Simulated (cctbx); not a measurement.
# Which space group?

Cell: a = 8.0280 Å, b = 18.0740 Å, c = 3.6930 Å, α = 90.00°, β = 90.00°, γ = 90.00°. Expected content of the cell: Dy6 La4 In8 Ni4.

The data are simulated with cctbx, not measured: synchrotron X-rays, λ = 0.7749 Å, to d = 0.84 Å, 80 % of the full sphere, strongest reflection 5000 counts, noise from counting, a 2 % proportional error and a noise floor of 2 counts (s.d.); no absorption.

A first pass over the reflections prints:

```text
3024 reflections to d = 0.840 A
centring   violations  <I/sigma> of those
    A        997 of  1526      8.2
    B       1007 of  1534      8.3
    C        892 of  1496      7.5
    I        963 of  1520      8.3
    R       1295 of  2006      8.1
    F       1448 of  2278      8.0
Laue class    unique    Rint  (classes that these axes allow; Friedel mates merged)
P -1             1822   0.038
P 1 2/m 1         984   0.047
P 1 1 2/m        1095   0.046
P 2/m 1 1        1019   0.046
P m m m           614   0.051
space group    extra absences  I>4sigma  <I/sigma>
P 2 2 2                 0          0         -  acentric
P 21 2 2                9          0      -0.1  acentric
P 2 21 2               18          0       0.0  acentric
P 21 21 2              27          0       0.0  acentric
P m m 2                 0          0         -  acentric
P 2 m m                 0          0         -  acentric
P m 2 m                 0          0         -  acentric
P 21 a m               56          0      -0.1  acentric
P b 21 m              129          0       0.0  acentric
P m a 2                56          0      -0.1  acentric
P b m 2               129          0       0.0  acentric
P b a 2               185          0      -0.0  acentric
P m m m                 0          0         -  centric
P b m m               129          0       0.0  centric
P m a m                56          0      -0.1  centric
P b a m               185          0      -0.0  centric
Wilson B = 0.40 A^2   <|E^2-1|> = 0.895 (0.968 centric, 0.736 acentric)   E^2>4: 4.2 %
shell (A)         n   <I/sigma>
18.08 - 1.68     94     15.7
 1.68 - 1.33     81     20.4
 1.33 - 1.17     76     17.6
 1.17 - 1.06     78     16.1
 1.06 - 0.98     68     17.9
 0.98 - 0.93     68     16.4
 0.93 - 0.88     76     10.6
 0.88 - 0.84     73     14.6
```

Q: Read the symmetry from these tables.

Every centring test has many violations, so the lattice is primitive.

Rint stays low (0.038 to 0.051) up to P m m m, the highest class in these axes.

16 settings pass the absence test. The most absences obeyed, 185, belong to P b a 2 and P b a m, which absences can't tell apart.

⟨|E²−1|⟩ = 0.895 leans to a centrosymmetric structure. The Wilson B of 0.40 Å² means U ≈ 0.0051 Å².

The true group is Pbam (no. 55), Laue class mmm, centrosymmetric. The tables only narrow the choice to the tied entries; cell content, site symmetry and trial solutions must settle it.

The model was made for the exercise: a known structure type with other elements put in, its volume estimated, not relaxed; displacement parameters are assumed.

[Logs are printed without paths, hosts, clocks, repeated set-up lines and the standing remarks that a program may print on its own settings, such as how far it seeks lower states.]
